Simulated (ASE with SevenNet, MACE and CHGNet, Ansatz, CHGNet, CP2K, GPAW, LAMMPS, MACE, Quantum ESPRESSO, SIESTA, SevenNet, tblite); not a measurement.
**Glassy 69SiO2-19Al2O3-6SrO-6Li2O (mol %) (106 atoms) in machine-learned potentials**

How do the settings of machine-learned potentials change the result for glassy 69SiO2-19Al2O3-6SrO-6Li2O (mol %) (106 atoms)? A plane-wave run serves as the yardstick.

Program: ASE with SevenNet, MACE and CHGNet. Level of theory: the method is named at each step. Results are calculated unless marked as measured.

### 1. The starting structure

The cell holds 106 atoms: 22 Si, 12 Al, 2 Sr, 4 Li and 66 O. Its edges and angles: a = 10.593 Å, b = 10.593 Å, c = 10.593 Å, α = 90.0°, β = 90.0°, γ = 90.0°. 106 atoms (22 Si, 12 Al, 2 Sr, 4 Li, 66 O) placed at random at 3.07 g/cm³, melted at 4000 K for 10 ps at fixed volume with the Morse and Coulomb pair potential with partial charges (Pedone, Malavasi, Menziani, Cormack and Segre, J. Phys. Chem. B 110, 11780 (2006)). Quenched from 4000 K to 300 K at 50 K/ps and fixed volume, held 5 ps.

The yardstick, on the same geometry:

| Property | Result |
| --- | --- |
| method | Kohn-Sham DFT, PBE, PAW, plane waves (Ansatz 0.2.0); cutoff 420 eV, Γ point, fermi-dirac smearing of 0.05 eV; PAW set soft_2 |
| r.m.s. force component | 1.347 eV/Å |
| longest force | 5.677 eV/Å |
| pressure | 6.753 GPa |
| gap (highest filled to lowest empty level) | 3.279 eV |
| SCF cycles | 9 |
| time | 11 s on 8 threads of Arm Neoverse V1, shared host |
| CPU time | 78 s |

### 2. SevenNet 0 potential

Method: machine-learned interatomic potential SevenNet 0, trained on PBE(+U) plane-wave data.

File run.py:

```python
import numpy as np
from ase.io import read
import mlip  # loads the published weights by name

atoms = read("structure.xyz")
atoms.calc = mlip.calc("7net-0")
energy = atoms.get_potential_energy()
forces = atoms.get_forces()
print(f"energy {energy:.6f} eV")
print("forces (eV/A)")
for i, (a, f) in enumerate(zip(atoms, forces)):
    print(f"{i:4d} {a.symbol:2s} {f[0]:10.5f} {f[1]:10.5f} {f[2]:10.5f}")
stress = -atoms.get_stress(voigt=False) * 160.21766
print("stress (GPa, compression positive)")
for row in stress:
    print(" ".join(f"{x:10.4f}" for x in row))
```

File structure.xyz:

```xyz
106
Lattice="10.59320 0.00000 0.00000 0.00000 10.59320 0.00000 0.00000 0.00000 10.59320" Properties=species:S:1:pos:R:3 pbc="T T T"
Si 7.91598 7.22234 1.70614
Si 1.41070 4.02912 4.51069
Si 3.83389 9.71990 7.61111
Si 7.97159 10.37032 5.60010
Si 5.66207 6.01831 6.55518
Si 6.57297 1.79745 2.69216
Si 2.88696 4.86429 9.07043
Si 8.95221 5.03791 10.57742
Si 4.64025 7.53494 9.87721
Si 9.23346 3.26038 2.45021
Si 4.99957 9.80030 4.80677
Si 9.47572 4.83558 5.94935
Si 7.13441 5.33495 3.74713
Si 1.48040 1.02002 7.25963
Si 7.31524 8.05528 8.21969
Si 3.89014 2.09872 5.27626
Si 9.53049 0.56970 10.21439
Si 5.14353 3.99671 1.45434
Si 7.02997 10.11036 0.95254
Si 3.50275 0.89025 0.52362
Si 1.13750 9.13346 2.95593
Si 4.07118 9.00581 2.15455
Al 6.83007 2.58538 5.93579
Al 4.46376 2.24502 8.35486
Al 2.36112 6.45401 6.57139
Al 1.94481 4.91281 1.40212
Al 0.14905 6.59776 8.50125
Al 6.80708 0.74513 8.62943
Al 6.58685 4.05211 9.12636
Al 0.37140 7.52891 0.52701
Al 10.25316 7.81958 5.44829
Al 10.34627 1.04290 4.43283
Al 1.35307 2.40391 10.33462
Al 1.48305 9.51778 9.46185
Sr 9.63166 2.86769 7.88388
Sr 3.79290 6.41143 3.71673
Li 9.89384 9.26725 7.77181
Li 10.54903 6.21514 2.84894
Li 0.66038 1.26673 2.01779
Li 7.40602 7.74882 4.92722
O 3.94512 8.53092 8.75104
O 10.22890 2.35858 3.26715
O 3.98167 10.48663 1.75445
O 0.94894 0.02436 3.61567
O 8.44416 1.16568 9.20538
O 5.08325 2.78421 6.04459
O 10.48981 10.17329 9.29278
O 6.58494 9.73356 5.16122
O 4.08474 1.78368 10.02212
O 6.21228 7.47891 9.37191
O 5.66609 4.10465 10.56841
O 7.78145 5.97584 0.75381
O 4.39300 0.76017 4.67404
O 3.71387 4.73357 1.68962
O 1.05635 7.89702 9.51333
O 7.57075 1.07669 6.46312
[... 46 atom lines left out ...]
O 5.28092 2.51080 1.97436
O 7.40242 6.78897 3.18898
O 4.07997 6.40677 6.35423
O 3.87192 6.15613 9.55846
```

Run with:

```bash
$ OMP_NUM_THREADS=1 python run.py > output.txt
```

Output:

```text
energy -781.688599 eV
forces (eV/A)
   0 Si    0.26273    1.12957   -0.77820
   1 Si    2.74874    0.93121    0.29485
   2 Si    0.66735    0.82778    1.16833
   3 Si    2.30697    1.16084   -2.13410
   4 Si    1.09900    0.83347    1.27062
   5 Si    1.28612    2.71120    0.71307
   6 Si   -0.29424    4.39754    3.69818
   7 Si   -1.25435    2.67986    3.27936
   8 Si    1.39975   -0.05383   -1.12040
   9 Si   -4.49185    1.08086    0.72688
  10 Si    1.05630    2.69374    0.31022
  11 Si   -0.05378    0.35474    0.95534
  12 Si   -0.37794   -3.37056   -3.68234
  13 Si    1.70110    2.60234    0.97578
  14 Si   -4.06272    1.08733    0.38054
  15 Si   -4.68291    1.32731    1.95156
  16 Si   -1.33899   -1.95049   -0.91928
  17 Si    0.55107    2.27907    0.76803
  18 Si    1.01095   -0.67922    0.26899
  19 Si   -2.07049   -1.74104    1.26793
  20 Si   -1.56420    1.84779   -1.57521
  21 Si   -1.15517   -1.02960   -1.73643
  22 Al    0.62378    0.61271   -1.26137
  23 Al   -0.10932   -1.09049    0.23737
[...]
98 O    -0.24190   -0.32247   -1.27275
  99 O     0.07707   -0.50958    1.06843
 100 O     0.05516   -0.60777    0.01568
 101 O    -0.27021   -1.94761    0.99848
 102 O    -0.50238   -2.24123    0.70249
 103 O     0.46643    3.09442    1.17823
 104 O     1.07477    0.12711   -0.59273
 105 O    -0.54530   -1.47549    0.61031
stress (GPa, compression positive)
    5.4644     2.0283     2.2317
    2.0283     8.5778    -2.1221
    2.2317    -2.1221     5.3396
```

Wall time 9.5 s (1 thread of Arm Neoverse V1, shared host); peak memory 1.1 GiB.

Banners, paths, timers and routine set-up lines are dropped from the logs unmarked, and long logs keep their key lines alone; longer cuts are marked.

Compared with the plane-wave run:

| Item | Value |
| --- | --- |
| r.m.s. force component | 1.356 eV/Å |
| r.m.s. difference of force components | 77.67 meV/Å |
| longest difference of force vectors | 328.3 meV/Å |
| force difference over r.m.s. force | 5.765 % |
| slope of forces against the reference's | 1.004 |
| correlation of force components | 0.9984 |
| pressure | 6.461 GPa |
| pressure difference | -0.2929 GPa |

Length of the force difference by element (eV/Å):

| element | atoms | mean | most |
| --- | --- | --- | --- |
| Al | 12 | 0.13 | 0.25 |
| Li | 4 | 0.076 | 0.11 |
| O | 66 | 0.098 | 0.31 |
| Si | 22 | 0.18 | 0.33 |
| Sr | 2 | 0.10 | 0.13 |

Local excerpt of 9 atoms (numbers count through the whole input) about Sr35, one of the 2 Sr atoms; x, y, z are measured from there.

| atom | x | y | z | distance (Å) | bonds | Fx | Fy | Fz (eV/Å) |
| --- | --- | --- | --- | --- | --- | --- | --- | --- |
| Sr35 | 0.00 | 0.00 | 0.00 | 0.00 | 7 | -0.27 | -0.96 | 0.52 |
| O45 | -1.19 | -1.70 | 1.32 | 2.46 | 3 | 0.17 | 1.23 | -1.35 |
| O101 | -1.46 | 0.99 | -1.73 | 2.47 | 3 | 0.06 | -0.61 | 0.02 |
| O100 | 0.40 | 2.40 | -0.47 | 2.47 | 3 | 0.08 | -0.51 | 1.07 |
| O99 | 2.20 | -0.90 | 0.73 | 2.49 | 3 | -0.24 | -0.32 | -1.27 |
| O64 | -1.39 | 1.32 | 1.62 | 2.50 | 3 | 0.20 | -1.29 | -1.68 |
| Si12 | -0.16 | 1.97 | -1.93 | 2.76 | 4 | -0.05 | 0.35 | 0.96 |
| O88 | 1.24 | -1.92 | -1.62 | 2.81 | 3 | -2.26 | 0.12 | -1.22 |
| O73 | 1.08 | 0.91 | -2.43 | 2.81 | 3 | -1.02 | -0.58 | -0.09 |

Atoms are counted from 1 here, from 0 in the log.

Forces lie 5.8 % from the reference's, at 0.11 times its CPU time (on 1 against 8 cores).

### 3. MACE MP-0b2 small potential

Method: machine-learned interatomic potential MACE MP-0b2 small, trained on PBE(+U) plane-wave data.

run.py, as its differences from that of step 2:

```diff
@@ -5,3 +5,3 @@
 atoms = read("structure.xyz")
-atoms.calc = mlip.calc("7net-0")
+atoms.calc = mlip.calc("mace-mp-0b2-small")
 energy = atoms.get_potential_energy()
```

structure.xyz is that of step 2.

Output:

```text
energy -782.032401 eV
forces (eV/A)
   0 Si    0.16310    1.17778   -0.74536
   1 Si    2.83853    1.13467    0.44451
   2 Si    0.66582    0.74532    0.92344
   3 Si    2.13406    0.89106   -2.17594
   4 Si    0.98307    0.82902    1.37414
   5 Si    1.30889    2.70670    0.70749
   6 Si   -0.23155    4.42896    3.54196
   7 Si   -1.13725    2.60555    3.09459
   8 Si    1.21247   -0.03125   -1.11255
   9 Si   -4.34517    1.10036    0.70056
  10 Si    0.99328    2.66035    0.40121
  11 Si   -0.13330    0.44117    0.99322
  12 Si   -0.19261   -3.20249   -3.54779
  13 Si    1.78239    2.38652    0.98158
  14 Si   -3.88152    1.02171    0.25546
  15 Si   -4.74419    1.26883    1.82212
  16 Si   -1.39109   -1.98929   -1.06360
  17 Si    0.43732    2.34121    0.80445
  18 Si    0.99377   -0.66404    0.32675
  19 Si   -2.09014   -1.73974    1.40329
  20 Si   -1.33337    1.83813   -1.51660
  21 Si   -1.17775   -1.24797   -1.48146
  22 Al    0.58950    0.72970   -1.17219
  23 Al   -0.19962   -0.97153    0.10346
[...]
98 O    -0.26985   -0.21433   -1.14511
  99 O     0.01671   -0.49273    1.07071
 100 O    -0.03890   -0.60263   -0.06136
 101 O    -0.33043   -2.06351    0.95092
 102 O    -0.62301   -2.22900    0.59187
 103 O     0.43151    2.92446    1.22793
 104 O     1.04463    0.13309   -0.58641
 105 O    -0.53276   -1.44911    0.67013
stress (GPa, compression positive)
    5.8224     1.8624     2.1453
    1.8624     8.7772    -2.0385
    2.1453    -2.0385     5.6571
```

The job ended after 7.1 s (1 thread; peak memory 0.69 GiB).

Compared with the plane-wave run:

```
r.m.s. force component                  : 1.33 eV/Å
r.m.s. difference of force components   : 100.5 meV/Å
longest difference of force vectors     : 470.3 meV/Å
force difference over r.m.s. force      : 7.458 %
slope of forces against the reference's : 0.9842
correlation of force components         : 0.9973
pressure                                : 6.752 GPa
pressure difference                     : -0.0013 GPa
```

Against the first run (5.8 %), the force difference from the reference is 7.5 %, at 0.78 times the CPU time.

### 4. CHGNet 0.3.0 potential

Method: machine-learned interatomic potential CHGNet 0.3.0, trained on PBE(+U) plane-wave data.

run.py, as its differences from that of step 3:

```diff
@@ -5,3 +5,3 @@
 atoms = read("structure.xyz")
-atoms.calc = mlip.calc("mace-mp-0b2-small")
+atoms.calc = mlip.calc("chgnet-0.3.0")
 energy = atoms.get_potential_energy()
```

structure.xyz is that of step 3.

Output:

```text
CHGNet v0.3.0 initialized with 412,525 parameters
CHGNet will run on cpu
energy -827.832275 eV
forces (eV/A)
   0 Si   -0.01587    1.14561   -0.59631
   1 Si    2.68179    0.98960    0.54759
   2 Si    0.39630    0.54976    1.05210
   3 Si    2.38708    0.98174   -2.32376
   4 Si    0.97617    1.06190    1.02819
   5 Si    1.29282    2.72802    0.75429
   6 Si   -0.37187    4.60285    3.61219
   7 Si   -1.09927    2.55068    3.25608
   8 Si    1.49374   -0.01113   -1.22155
   9 Si   -4.26784    0.97564    0.90529
  10 Si    1.18277    2.40190    0.44067
  11 Si    0.06912    0.41283    0.76433
  12 Si   -0.21390   -3.29902   -3.60142
  13 Si    1.73905    2.43285    0.97868
  14 Si   -4.04675    1.15706    0.46409
  15 Si   -4.94210    1.52907    1.98545
  16 Si   -1.22619   -2.10811   -0.91555
  17 Si    0.57667    2.30642    0.86451
  18 Si    0.77730   -0.62843   -0.04033
  19 Si   -1.90496   -1.49232    1.27898
  20 Si   -1.29022    1.72651   -1.50315
  21 Si   -1.15779   -1.43714   -1.50752
  22 Al    0.70550    0.68544   -1.29772
  23 Al   -0.06962   -1.04190    0.30728
[...]
98 O    -0.16272   -0.29276   -1.04678
  99 O     0.11490   -0.28381    1.27571
 100 O    -0.11342   -0.60084   -0.01825
 101 O    -0.38847   -2.00478    0.97429
 102 O    -0.63448   -2.09435    0.63704
 103 O     0.47238    3.09556    1.20903
 104 O     1.09121    0.00851   -0.44065
 105 O    -0.65932   -1.72023    0.65908
stress (GPa, compression positive)
    5.6084     1.8625     2.0394
    1.8625     8.3952    -1.8865
    2.0394    -1.8865     5.2967
```

Elapsed: 4.5 s, on 1 thread; peak memory 1.7 GiB.

Numbers from this run, and their distance from the reference:

| Property | Result |
| --- | --- |
| r.m.s. force component | 1.35 eV/Å |
| r.m.s. difference of force components | 143.2 meV/Å |
| longest difference of force vectors | 662.7 meV/Å |
| force difference over r.m.s. force | 10.63 % |
| slope of forces against the reference's | 0.9961 |
| correlation of force components | 0.9944 |
| pressure | 6.433 GPa |
| pressure difference | -0.3201 GPa |

Against the first run (5.8 %), the force difference from the reference is 11 %, at 0.50 times the CPU time.

### 5. All runs compared

Differences are against the plane-wave reference, forces as r.m.s. over components; share is that over the reference's r.m.s. force, slope the least-squares factor from reference forces to these. Total energies of different programs have different zeros and aren't compared.

| run | Δ force, r.m.s. (meV/Å) | share (%) | slope | Δ pressure (GPa) | cores | CPU time | memory (GiB) |
| --- | --- | --- | --- | --- | --- | --- | --- |
| reference | - | - | - | - | 8 | 78 s | 1.6 |
| SevenNet 0 potential | 77.7 | 5.76 | 1.004 | -0.293 | 1 | 9 s | 1.1 |
| MACE MP-0b2 small potential | 100 | 7.46 | 0.984 | -0.0013 | 1 | 7 s | 0.69 |
| CHGNet 0.3.0 potential | 143 | 10.6 | 0.996 | -0.320 | 1 | 4.5 s | 1.7 |

Times of the machine-learned potentials are mostly Python's start and the loading of weights.

CPU time is summed over cores on a shared host, where runs went side by side, so it is rough. Symmetry, cutoffs, thresholds, outputs and thread counts weren't matched or tuned between programs; memory under MPI is the largest rank's times the ranks.

### 6. Summary of results

```yaml
nearest_in_forces: SevenNet 0 potential, 5.8 %
its_cpu_time: 9 s
```

In words: Machine-learned potentials differ by 5.8 % (SevenNet 0 potential) to 11 % (CHGNet 0.3.0 potential); they were trained on other programs' data. Machine-learned potentials mimic data converged in k, so the reference's own k-point error enters their differences. The quench rate of 50 K/ps is many orders above laboratory rates, so the cell is likely richer in defects and strain than a real sample. The network of bonds at the start is that of the classical potential that made the cell, and needn't be the one that DFT or experiment would give. The reference's stress is far from hydrostatic: its diagonal is 5.7, 8.9, 5.7 GPa, compression counted positive. The electronic-structure runs sample only Γ, in a cell whose shortest periodic width is 11 Å.

[Also dropped from logs without a mark: logging warnings of Python, and SIESTA's first energy breakdown and zero terms.]

[Logs are printed without paths, hosts, clocks, repeated set-up lines and the standing remarks that a program may print on its own settings, such as how far it seeks lower states.]

[Hosts, paths, dates, database ids (printed as entryN), source tags and the programs' standing remarks are cut or masked in the printed files.]
